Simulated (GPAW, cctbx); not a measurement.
# By hand: from a DFT structure factor to an extinction distance in Li3TiCl6

Li3TiCl6, Fm-3m (no. 225), a = 9.7530 Å, b = 9.7530 Å, c = 9.7530 Å, α = 90.00°, β = 90.00°, γ = 90.00°.

```csv
atom,mult.,x,y,z
Ti1,4,0,0,0
Cl1,24,0,0,0.7540
Li1,4,1/2,0,0
Li2,8,1/4,3/4,3/4
```

The cell comes from substitution in a known structure type and wasn't matched to any measured phase.

A DFT run (GPAW, PBE, 550 eV, 4×4×4 k-points, Fermi–Dirac width 0.05 eV) gives the static X-ray structure factor of 020 as 192.749 e for the conventional cell; superposed free atoms give 190.009 e. **Problem.** Find the Fourier component V of the crystal potential and the two-beam extinction distance at 200 kV in both cases.

## 1. Geometry

The cell volume is Ω = 927.73 Å³ and d(020) = 4.8765 Å, so g = 1/d = 0.2051 Å⁻¹.

## 2. The nuclei

Electrons feel nuclei as well as electrons, so the nuclear charges are summed with the same phases.

Phase sums Σ exp(2πi h·x), turned so that the total is real and positive: Ti +4.000, Cl +8.010, Li -4.000. Then F_Z = 22 × (+4.000) + 17 × (+8.010) + 3 × (-4.000) = 212.17 e. The electron term has the same sign for this reflection.

## 3. Mott–Bethe

Poisson's equation, term by term, gives V = (e/4πε₀)(F_Z − F)/(πΩg²), with e/4πε₀ = 14.3996 V Å.

The prefactor is 14.3996 × 4.8765²/(π × 927.73) = 0.11749 V per electron. Free atoms: (212.17 − 190.009) × 0.11749 = 2.604 V. Crystal: (212.17 − 192.749) × 0.11749 = 2.282 V. F changes by +1.44 % and V by -12.4 %: the same 2.74 e is measured against F_Z − F = 22.2 e in place of F = 190.0 e.

## 4. Extinction distance

In the two-beam case ξ = 1/(λU) with U = 2γm₀eV/h², that is ξ = 150.41 V Å²/(γλV).

At 200 kV, λ = 0.02508 Å and γ = 1.3914. Free atoms: ξ = 1655 Å. Crystal: ξ = 1889 Å. The thickness fringes go as sin²(πt/ξ), so the two patterns slip by a quarter of a period when t|1/ξ₁ − 1/ξ₀| = 1/4, at t ≈ 335 nm. Thermal motion, absorption and many-beam coupling, left out here, change a real pattern.

## 5. Answer

V(020) is 2.28 V against 2.60 V, and ξ is 1889 against 1655 Å. Limits: static atoms, two beams; no Hubbard U on Ti.

[Outputs are excerpts: Python notices, other lines and further rows are left out; steps that failed or that the build refused (PBEsol, TPSS) are not shown.]

[Logs are printed without paths, hosts, clocks, repeated set-up lines and the standing remarks that a program may print on its own settings, such as how far it seeks lower states.]
